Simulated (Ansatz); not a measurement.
# Elastic response of glassy 85SiO2-15Na2O (mol %) (141 atoms)

Aim: relax glassy 85SiO2-15Na2O (mol %) (141 atoms), then change its volume and shape to read moduli from the stress.

Main program and level: Ansatz 0.2.0; Kohn-Sham DFT, PBEsol, PAW (set soft_2), plane waves.

## Step 1: The system as given

The cell holds 141 atoms: 40 Si, 14 Na and 87 O. Cell: a = 12.484 Å, b = 12.484 Å, c = 12.484 Å, α = 90.0°, β = 90.0°, γ = 90.0°. 141 atoms (40 Si, 14 Na, 87 O) placed at random at 2.32 g/cm³, melted at 4000 K for 10 ps at fixed volume with the Morse and Coulomb pair potential with partial charges (Pedone, Malavasi, Menziani, Cormack and Segre, J. Phys. Chem. B 110, 11780 (2006)). Quenched from 4000 K to 300 K at 100 K/ps and fixed volume, held 10 ps at zero pressure.

What the set-up can't give: The quench rate of 100 K/ps is many orders above laboratory rates, so the cell is likely richer in defects and strain than a real sample. The network of bonds at the start is that of the classical potential that made the cell, and needn't be the one that DFT or experiment would give. The Brillouin zone is sampled at Γ only.

## Step 2: Single point at the start

The forces at the start show how far the geometry lies from a minimum of this functional.

File input.yaml:

```yaml
crystal:
  lattice:
    - [12.48396, 0.0, 0.0]
    - [0.0, 12.48396, 0.0]
    - [0.0, 0.0, 12.48396]
  atoms:
    - { symbol: Si, position: [0.97152, 0.4535, 0.02507] }
    - { symbol: Si, position: [0.23364, 0.37531, 0.78927] }
    - { symbol: Si, position: [0.33017, 0.30291, 0.06589] }
    - { symbol: Si, position: [0.89501, 0.48549, 0.66154] }
    - { symbol: Si, position: [0.05582, 0.65755, 0.60686] }
    - { symbol: Si, position: [0.97925, 0.77437, 0.14146] }
    - { symbol: Si, position: [0.20295, 0.39113, 0.54303] }
    - { symbol: Si, position: [0.99602, 0.93576, 0.41599] }
    - { symbol: Si, position: [0.61421, 0.88264, 0.28026] }
    - { symbol: Si, position: [0.84815, 0.2668, 0.75501] }
    - { symbol: Si, position: [0.55668, 0.43294, 0.27676] }
    - { symbol: Si, position: [0.71544, 0.99641, 0.90918] }
    - { symbol: Si, position: [0.19677, 0.10139, 0.9697] }
    - { symbol: Si, position: [0.7282, 0.24142, 0.96715] }
    - { symbol: Si, position: [0.06185, 0.11607, 0.26831] }
    - { symbol: Si, position: [0.8023, 0.94977, 0.13648] }
    - { symbol: Si, position: [0.17106, 0.92614, 0.13514] }
    - { symbol: Si, position: [0.67402, 0.64477, 0.23851] }
    - { symbol: Si, position: [0.42394, 0.50629, 0.46076] }
    - { symbol: Si, position: [0.85741, 0.19291, 0.18239] }
    - { symbol: Si, position: [0.65608, 0.20927, 0.33563] }
    - { symbol: Si, position: [0.25586, 0.17046, 0.42429] }
    - { symbol: Si, position: [0.6131, 0.02644, 0.49231] }
    - { symbol: Si, position: [0.031, 0.2489, 0.90249] }
    - { symbol: Si, position: [0.04342, 0.76418, 0.81908] }
    - { symbol: Si, position: [0.205, 0.51717, 0.12278] }
    - { symbol: Si, position: [0.43895, 0.73272, 0.83146] }
    - { symbol: Si, position: [0.84624, 0.77233, 0.52078] }
    - { symbol: Si, position: [0.37192, 0.00547, 0.57135] }
    - { symbol: Si, position: [0.40539, 0.93424, 0.16251] }
    - { symbol: Si, position: [0.87166, 0.65977, 0.93185] }
    - { symbol: Si, position: [0.23925, 0.60434, 0.90296] }
    [... 103 atom lines left out ...]
    - { symbol: O, position: [0.36324, 0.19268, 0.35933] }
    - { symbol: O, position: [0.98483, 0.33692, 0.98157] }
    - { symbol: O, position: [0.16013, 0.16972, 0.33999] }
    - { symbol: O, position: [0.33197, 0.89336, 0.59649] }
    - { symbol: O, position: [0.77978, 0.22049, 0.67186] }
    - { symbol: O, position: [0.90932, 0.46982, 0.14352] }
kpoints:
  mp_grid: { grid: [1, 1, 1] }
hamiltonian:
  xc: pbesol
scf:
  occupations: { method: fixed }
output:
  forces: true
```

Launch:

```bash
$ ansatz run input.yaml --threads 4 --pin off --max-ram 8192MiB --backend cpu --events-out ev --progress --plain --runs-dir out
```

Standard output:

```text
[...]
Pseudopotentials: kind: paw
Pseudopotential: Si, paw, valence charge 4, recommended cutoff 420 eV (normal), Si.paw.azcp
Pseudopotential: Na, paw, valence charge 9, recommended cutoff 420 eV (normal), Na.paw.azcp
Pseudopotential: O, paw, valence charge 6, recommended cutoff 420 eV (normal), O.paw.azcp
[... 3 lines on functional and potentials left out ...]
Crystal: 141 atoms, lattice volume = 1945.616 Å³
Basis set: ecut = 420 eV, 38089 PW (Γ), exchange–correlation on 180×180×180 points (8 copies of the dense FFT grid, shifted against one another)
Bands: 545, of which v1, the nominal top of the filled ones, is band 404 counted from 1 (403 counted from 0)
Symmetry: 1 space group operations
Space group: P1 (ITA 1), of the structure as read, at distance tolerance 1.2e-4 Å
k-points: 1
[... 10 lines on functional and potentials left out ...]
Initial density: superposition of atomic densities (neutral atoms: chi_scale 0, normalization atom), corrected by the library's trained network
Initial wavefunctions: pseudopotential atomic-orbital guess
[...]
SCF iter   1: F=—  HF=-94452.607460 eV  |F-HF|=—  |Δ(HF+E_count)|=         —  Δρ=1.13e-2  dr2=2.02e0  ethr=1.77e-3  ⟨swp⟩=5.0  Hψ=1884  notcnv=0  defer=139
preconditioner: auto → Resta (q_TF=auto, 2.357 Å⁻¹)  ε∞=2.8  [insulator: Δε(μ)=2.391 eV  Ē_g=17.495 eV  n_scr=436 (ndim 8)  ℏωp=23.5 eV  f_vac=0.178  ε∞_Penn≈2.8]
SCF iter   2: F=—  HF=-94452.032990 eV  |F-HF|=—  |Δ(HF+E_count)|=   5.74e-1  Δρ=2.08e-3  dr2=8.06e-2  ethr=2.50e-4  ⟨swp⟩=2.0  Hψ=830  notcnv=0  defer=139
SCF iter   3: F=—  HF=-94452.022092 eV  |F-HF|=—  |Δ(HF+E_count)|=   1.09e-2  Δρ=8.82e-4  dr2=2.72e-2  ethr=9.98e-6  ⟨swp⟩=3.0  Hψ=691  notcnv=0  defer=125
automatic band count: iteration 3 solves 531 bands in place of 545: the levels show a gap, and the empty bands left out lie too high to hold charge; the band table lists the bands solved (type scf.n_extra_bands for more)
SCF iter   4: F=—  HF=-94452.020742 eV  |F-HF|=—  |Δ(HF+E_count)|=   1.35e-3  Δρ=7.99e-4  dr2=1.24e-2  ethr=3.36e-6  ⟨swp⟩=2.0  Hψ=690  notcnv=0  defer=125
SCF iter   5: F=—  HF=-94452.018149 eV  |F-HF|=—  |Δ(HF+E_count)|=   2.59e-3  Δρ=1.28e-4  dr2=6.07e-4  ethr=1.54e-6  ⟨swp⟩=2.0  Hψ=816  notcnv=0  defer=125
[...]
SCF iter   9: F=—  HF=-94452.022731 eV  |F-HF|=—  |Δ(HF+E_count)|=   2.49e-6  Δρ=5.06e-6  dr2=4.48e-7  ethr=2.01e-10  ⟨swp⟩=2.0  Hψ=803  notcnv=0  defer=119
SCF iter  10: F=-94452.022732 eV  HF=-94452.022731 eV  |F-HF|=5.14e-8  |Δ(HF+E_count)|=   2.20e-7  Δρ=1.80e-6  dr2=6.59e-8  ethr=1.24e-11  ⟨swp⟩=3.0  Hψ=1684  notcnv=0
SCF 1 converged in 10 iterations: F = -94452.022732 eV  dr2 = 6.59e-8
[...]
SCF converged after 10 iterations
Free energy (F): -94452.022732 eV
Harris-Foulkes:  -94452.022731 eV  (|F-HF|=5.14e-8)
Internal energy: -94452.022732 eV  (E = F + TS)
E sigma→0 (E₀):  -94452.022732 eV
Fermi energy:    4.491632 eV
--- Per-component energies (eV) ---
[...]
Σ components = -94452.022732   (vs F -94452.022732, Δ=0.00e0)
--- Forces (eV/Å), atoms counted from 1 ---
  atom   1  Si     0.92347447     3.95506260     3.17638753
  atom   2  Si    -0.21725216    -3.59257968     1.01832912
  atom   3  Si     0.52195741    -1.93326327     0.96074213
  atom   4  Si     0.13016019     0.93641982    -0.41376233
[...]
atom 141  O     -0.14469480     0.16115818    -0.47533691
  max |Σ_I F_I| component: 1.50e-4 eV/Å
```

Wall time 34 s (4 threads of Arm Neoverse V1, shared host); peak memory 2.7 GiB.

Reading the cycles: dr2 is the Hartree energy of the density residual (eV), the measure of convergence; HF is the Harris–Foulkes estimate of the energy, which meets the free energy F at convergence.

The r.m.s. force at the start is 1.4 eV/Å.

## Step 3: Cell and atoms relaxed

The cell is relaxed with the atoms, since the starting lattice needn't suit this functional.

File input.yaml:

```yaml
crystal:
  lattice:
    - [12.48396, 0.0, 0.0]
    - [0.0, 12.48396, 0.0]
    - [0.0, 0.0, 12.48396]
  atoms:
    [... the 141 atom lines of step 2 ...]
kpoints:
  mp_grid: { grid: [1, 1, 1] }
hamiltonian:
  xc: pbesol
scf:
  occupations: { method: fixed }
output:
  forces: true
relax:
  f_tol: 0.05
  max_steps: 150
  cell: {}
```

Standard output:

```text
[...]
Crystal: 141 atoms, lattice volume = 1945.616 Å³
Basis set: ecut = 420 eV, 38089 PW (Γ), exchange–correlation on 180×180×180 points (8 copies of the dense FFT grid, shifted against one another)
Bands: 545, of which v1, the nominal top of the filled ones, is band 404 counted from 1 (403 counted from 0)
Symmetry: 1 space group operations
[...]
k-points: 1
[...]
SCF iter   1: F=—  HF=-94452.607459 eV  |F-HF|=—  |Δ(HF+E_count)|=         —  Δρ=1.13e-2  dr2=2.02e0  ethr=1.77e-3  ⟨swp⟩=5.0  Hψ=1884  notcnv=0  defer=139
[...]
SCF iter   5: F=—  HF=-94452.018143 eV  |F-HF|=—  |Δ(HF+E_count)|=   2.58e-3  Δρ=1.28e-4  dr2=6.07e-4  ethr=1.54e-6  ⟨swp⟩=2.0  Hψ=816  notcnv=0  defer=125
[...]
SCF iter   9: F=—  HF=-94452.022731 eV  |F-HF|=—  |Δ(HF+E_count)|=   2.49e-6  Δρ=5.06e-6  dr2=4.48e-7  ethr=2.01e-10  ⟨swp⟩=2.0  Hψ=803  notcnv=0  defer=119
SCF iter  10: F=-94452.022732 eV  HF=-94452.022731 eV  |F-HF|=5.13e-8  |Δ(HF+E_count)|=   2.20e-7  Δρ=1.80e-6  dr2=6.60e-8  ethr=1.24e-11  ⟨swp⟩=3.0  Hψ=1684  notcnv=0
SCF 1 converged in 10 iterations: F = -94452.022732 eV  dr2 = 6.60e-8
[...]
relax step   1: F+E_penalty+E_count = -94452.02273154 eV  Δ(F+E_penalty+E_count) = +0.000e0 eV  max|allowed force component| = 4.995e0 eV/Å  Δτ_max = 0.0000 Å  P = +2.747 GPa  Ω = 1945.616 Å³  (10 SCF iters, dr2 threshold 1.00e-7 eV, accepted)
[... from here on, the SCF cycles and remarks between the steps are left out ...]
relax step   2: F+E_penalty+E_count = -94458.58545081 eV  Δ(F+E_penalty+E_count) = -6.563e0 eV  max|allowed force component| = 2.744e0 eV/Å  Δτ_max = 0.1958 Å  P = +1.469 GPa  Ω = 1937.914 Å³  energy of the carried Pulay correction = +2.616e-2 eV  (7 SCF iters, dr2 threshold 1.41e-5 eV, accepted)
relax step   3: F+E_penalty+E_count = -94463.00652611 eV  Δ(F+E_penalty+E_count) = -4.421e0 eV  max|allowed force component| = 8.967e-1 eV/Å  Δτ_max = 0.1964 Å  P = +0.195 GPa  Ω = 1928.621 Å³  energy of the carried Pulay correction = +5.787e-2 eV  (8 SCF iters, dr2 threshold 1.41e-5 eV, accepted)
relax step   4: F+E_penalty+E_count = -94464.02558638 eV  Δ(F+E_penalty+E_count) = -1.019e0 eV  max|allowed force component| = 6.406e-1 eV/Å  Δτ_max = 0.1970 Å  P = -0.070 GPa  Ω = 1921.756 Å³  energy of the carried Pulay correction = +8.139e-2 eV  (7 SCF iters, dr2 threshold 1.41e-5 eV, accepted)
relax step   5: F+E_penalty+E_count = -94464.67427202 eV  Δ(F+E_penalty+E_count) = -6.487e-1 eV  max|allowed force component| = 4.517e-1 eV/Å  Δτ_max = 0.1988 Å  P = -0.238 GPa  Ω = 1916.496 Å³  energy of the carried Pulay correction = +9.947e-2 eV  (7 SCF iters, dr2 threshold 1.41e-5 eV, accepted)
relax step   6: F+E_penalty+E_count = -94464.95395563 eV  Δ(F+E_penalty+E_count) = -2.797e-1 eV  max|allowed force component| = 2.846e-1 eV/Å  Δτ_max = 0.2000 Å  P = -0.117 GPa  Ω = 1914.435 Å³  energy of the carried Pulay correction = +1.066e-1 eV  (7 SCF iters, dr2 threshold 1.27e-5 eV, accepted)
relax step   7: F+E_penalty+E_count = -94465.26443720 eV  Δ(F+E_penalty+E_count) = -3.105e-1 eV  max|allowed force component| = 1.795e-1 eV/Å  Δτ_max = 0.2000 Å  P = +0.027 GPa  Ω = 1911.925 Å³  energy of the carried Pulay correction = +1.152e-1 eV  (8 SCF iters, dr2 threshold 5.06e-6 eV, accepted)
relax step   8: F+E_penalty+E_count = -94465.34618247 eV  Δ(F+E_penalty+E_count) = -8.175e-2 eV  max|allowed force component| = 1.628e-1 eV/Å  Δτ_max = 0.2000 Å  P = +0.009 GPa  Ω = 1908.005 Å³  energy of the carried Pulay correction = +1.288e-1 eV  (8 SCF iters, dr2 threshold 2.01e-6 eV, accepted)
relax step   9: F+E_penalty+E_count = -94465.41722968 eV  Δ(F+E_penalty+E_count) = -7.105e-2 eV  max|allowed force component| = 7.602e-2 eV/Å  Δτ_max = 0.2000 Å  P = -0.014 GPa  Ω = 1909.271 Å³  energy of the carried Pulay correction = +1.244e-1 eV  (8 SCF iters, dr2 threshold 1.66e-6 eV, accepted)
relax step  10: F+E_penalty+E_count = -94465.48378312 eV  Δ(F+E_penalty+E_count) = -6.655e-2 eV  max|allowed force component| = 2.064e-1 eV/Å  Δτ_max = 0.2000 Å  P = +0.021 GPa  Ω = 1904.209 Å³  energy of the carried Pulay correction = +1.419e-1 eV  (9 SCF iters, dr2 threshold 3.61e-7 eV, accepted)
relax step  11: F+E_penalty+E_count = -94465.49593001 eV  Δ(F+E_penalty+E_count) = -1.215e-2 eV  max|allowed force component| = 1.434e-1 eV/Å  Δτ_max = 0.0517 Å  P = -0.111 GPa  Ω = 1903.423 Å³  energy of the carried Pulay correction = +1.446e-1 eV  (7 SCF iters, dr2 threshold 2.66e-6 eV, accepted)
relax step  12: F+E_penalty+E_count = -94465.52426921 eV  Δ(F+E_penalty+E_count) = -2.834e-2 eV  max|allowed force component| = 1.554e-1 eV/Å  Δτ_max = 0.1015 Å  P = -0.011 GPa  Ω = 1900.258 Å³  energy of the carried Pulay correction = +1.556e-1 eV  (8 SCF iters, dr2 threshold 1.29e-6 eV, accepted)
[...]
relax step  18: F+E_penalty+E_count = -94465.77824812 eV  Δ(F+E_penalty+E_count) = -1.118e-1 eV  max|allowed force component| = 7.143e-1 eV/Å  Δτ_max = 0.1399 Å  P = -0.123 GPa  Ω = 1879.396 Å³  energy of the carried Pulay correction = +2.284e-1 eV  (7 SCF iters, dr2 threshold 1.41e-5 eV, accepted)
relax step  19: F+E_penalty+E_count = -94465.91480498 eV  Δ(F+E_penalty+E_count) = -1.366e-1 eV  max|allowed force component| = 1.465e0 eV/Å  Δτ_max = 0.1933 Å  P = +0.370 GPa  Ω = 1867.676 Å³  energy of the carried Pulay correction = +2.696e-1 eV  (7 SCF iters, dr2 threshold 1.41e-5 eV, accepted)
relax step  20: F+E_penalty+E_count = -94466.41844718 eV  Δ(F+E_penalty+E_count) = -5.036e-1 eV  max|allowed force component| = 3.049e-1 eV/Å  Δτ_max = 0.2000 Å  P = -0.004 GPa  Ω = 1875.044 Å³  energy of the carried Pulay correction = +2.437e-1 eV  (7 SCF iters, dr2 threshold 1.41e-5 eV, accepted)
relax step  21: F+E_penalty+E_count = -94466.46185128 eV  Δ(F+E_penalty+E_count) = -4.340e-2 eV  max|allowed force component| = 1.538e-1 eV/Å  Δτ_max = 0.2000 Å  P = -0.106 GPa  Ω = 1881.730 Å³  energy of the carried Pulay correction = +2.202e-1 eV  (7 SCF iters, dr2 threshold 5.81e-6 eV, accepted)
relax step  22: F+E_penalty+E_count = -94466.43852917 eV  Δ(F+E_penalty+E_count) = +2.332e-2 eV  max|allowed force component| = 6.502e-1 eV/Å  Δτ_max = 0.2000 Å  P = +0.140 GPa  Ω = 1876.828 Å³  energy of the carried Pulay correction = +2.374e-1 eV  (8 SCF iters, dr2 threshold 1.48e-6 eV, rejected (line search))
relax step  23: F+E_penalty+E_count = -94466.52361451 eV  Δ(F+E_penalty+E_count) = -6.176e-2 eV  max|allowed force component| = 6.864e-2 eV/Å  Δτ_max = 0.1000 Å  P = -0.010 GPa  Ω = 1878.947 Å³  energy of the carried Pulay correction = +2.300e-1 eV  (12 SCF iters, accepted)
relax step  24: F+E_penalty+E_count = -94466.55368978 eV  Δ(F+E_penalty+E_count) = -3.008e-2 eV  max|allowed force component| = 6.438e-2 eV/Å  Δτ_max = 0.1000 Å  P = +0.006 GPa  Ω = 1878.281 Å³  energy of the carried Pulay correction = +2.323e-1 eV  (8 SCF iters, dr2 threshold 2.94e-7 eV, accepted)
relax step  25: F+E_penalty+E_count = -94466.57784071 eV  Δ(F+E_penalty+E_count) = -2.415e-2 eV  max|allowed force component| = 1.424e-1 eV/Å  Δτ_max = 0.1475 Å  P = -0.094 GPa  Ω = 1878.310 Å³  energy of the carried Pulay correction = +2.322e-1 eV  (9 SCF iters, dr2 threshold 2.59e-7 eV, accepted)
relax step  26: F+E_penalty+E_count = -94466.60046010 eV  Δ(F+E_penalty+E_count) = -2.262e-2 eV  max|allowed force component| = 9.831e-2 eV/Å  Δτ_max = 0.1320 Å  P = +0.022 GPa  Ω = 1875.857 Å³  energy of the carried Pulay correction = +2.408e-1 eV  (7 SCF iters, dr2 threshold 1.27e-6 eV, accepted)
relax step  27: F+E_penalty+E_count = -94466.60582220 eV  Δ(F+E_penalty+E_count) = -5.362e-3 eV  max|allowed force component| = 1.019e-1 eV/Å  Δτ_max = 0.0269 Å  P = +0.066 GPa  Ω = 1876.902 Å³  energy of the carried Pulay correction = +2.371e-1 eV  (7 SCF iters, dr2 threshold 6.04e-7 eV, accepted)
relax step  28: F+E_penalty+E_count = -94466.61926087 eV  Δ(F+E_penalty+E_count) = -1.344e-2 eV  max|allowed force component| = 4.614e-2 eV/Å  Δτ_max = 0.0883 Å  P = +0.000 GPa  Ω = 1876.433 Å³  energy of the carried Pulay correction = +2.388e-1 eV  (7 SCF iters, dr2 threshold 6.49e-7 eV, accepted)
relax step  29: F+E_penalty+E_count = -94466.43437795 eV  Δ(F+E_penalty+E_count) = +1.849e-1 eV  max|allowed force component| = 4.614e-2 eV/Å  Δτ_max = 0.0000 Å  P = -0.185 GPa  Ω = 1876.433 Å³  stress off target by 2.64e-1 GPa  SCF on the basis re-selected at this cell (its energy is not comparable with the rows above)  (7 SCF iters)
relax step  30: F+E_penalty+E_count = -94466.47130605 eV  Δ(F+E_penalty+E_count) = -3.693e-2 eV  max|allowed force component| = 9.936e-2 eV/Å  Δτ_max = 0.0247 Å  P = +0.266 GPa  Ω = 1866.694 Å³  energy of the carried Pulay correction = +3.395e-2 eV  (8 SCF iters, dr2 threshold 1.75e-7 eV, accepted)
relax step  31: F+E_penalty+E_count = -94466.46554054 eV  Δ(F+E_penalty+E_count) = +5.766e-3 eV  max|allowed force component| = 3.021e-2 eV/Å  Δτ_max = 0.0249 Å  P = -0.004 GPa  Ω = 1870.361 Å³  energy of the carried Pulay correction = +2.117e-2 eV  (7 SCF iters, dr2 threshold 6.17e-7 eV, accepted)
relax step  32: F+E_penalty+E_count = -94466.43991989 eV  Δ(F+E_penalty+E_count) = +2.562e-2 eV  max|allowed force component| = 3.038e-2 eV/Å  Δτ_max = 0.0000 Å  P = -0.017 GPa  Ω = 1870.361 Å³  stress off target by 3.00e-2 GPa  SCF on the basis re-selected at this cell (its energy is not comparable with the rows above)  (6 SCF iters)
[...]
SCF converged after 6 iterations
Free energy (F): -94466.439920 eV
[...]
Internal energy: -94466.439920 eV  (E = F + TS)
E sigma→0 (E₀):  -94466.439920 eV
Fermi energy:    3.807179 eV
[...]
Σ components = -94466.439920   (vs F -94466.439920, Δ=0.00e0)
--- Forces (eV/Å), atoms counted from 1 ---
  atom   1  Si    -0.00345576     0.00580687    -0.00385801
  atom   2  Si     0.00676983    -0.01241274    -0.01244793
  atom   3  Si    -0.00365935    -0.00434655    -0.00012577
  atom   4  Si     0.00793384     0.00302120    -0.00137026
[...]
atom 141  O     -0.00411780    -0.00317575    -0.00368881
  max |Σ_I F_I| component: 1.73e-5 eV/Å
--- Stress (GPa, compression-positive) ---
       -0.025957       0.001629       0.010308
        0.001629      -0.021007       0.006865
        0.010308       0.006866      -0.002871
  P = ⅓ Tr σ = -0.0166 GPa (-0.166 kbar)
--- Relaxed structure (30 steps of the walk, 29 accepted, 2 SCFs on fresh bases) ---
  F+E_penalty+E_count = -94466.43991989 eV   max|allowed force component| = 3.038e-2 eV/Å   (the final SCF, on the basis selected at the relaxed cell)
  cell:  # Å, volume = 1870.3609 Å³
    - [12.162030, 0.052387, 0.080750]
    - [0.052387, 12.321116, 0.099335]
    - [0.080750, 0.099335, 12.483132]
  atoms:
    - { symbol: Si, position: [0.971119, 0.465481, 0.044403] }
    - { symbol: Si, position: [0.235061, 0.339879, 0.788382] }
    - { symbol: Si, position: [0.320025, 0.303232, 0.075909] }
    - { symbol: Si, position: [0.899073, 0.479426, 0.634308] }
[...]
- { symbol: O, position: [0.898479, 0.470880, 0.155807] }
```

The job ended after 14 min (4 threads; peak memory 2.8 GiB).

The relaxation converged after 30 steps, with a largest force component of 0.030 eV/Å.

(Part 1 of 3 ends here.)

[Long decimals in the printed logs are rounded to 6 places.]

[Logs are printed without paths, hosts, clocks, repeated set-up lines and the standing remarks that a program may print on its own settings, such as how far it seeks lower states.]

[Hosts, paths, dates, database ids (printed as entryN), source tags and the programs' standing remarks are cut or masked in the printed files.]
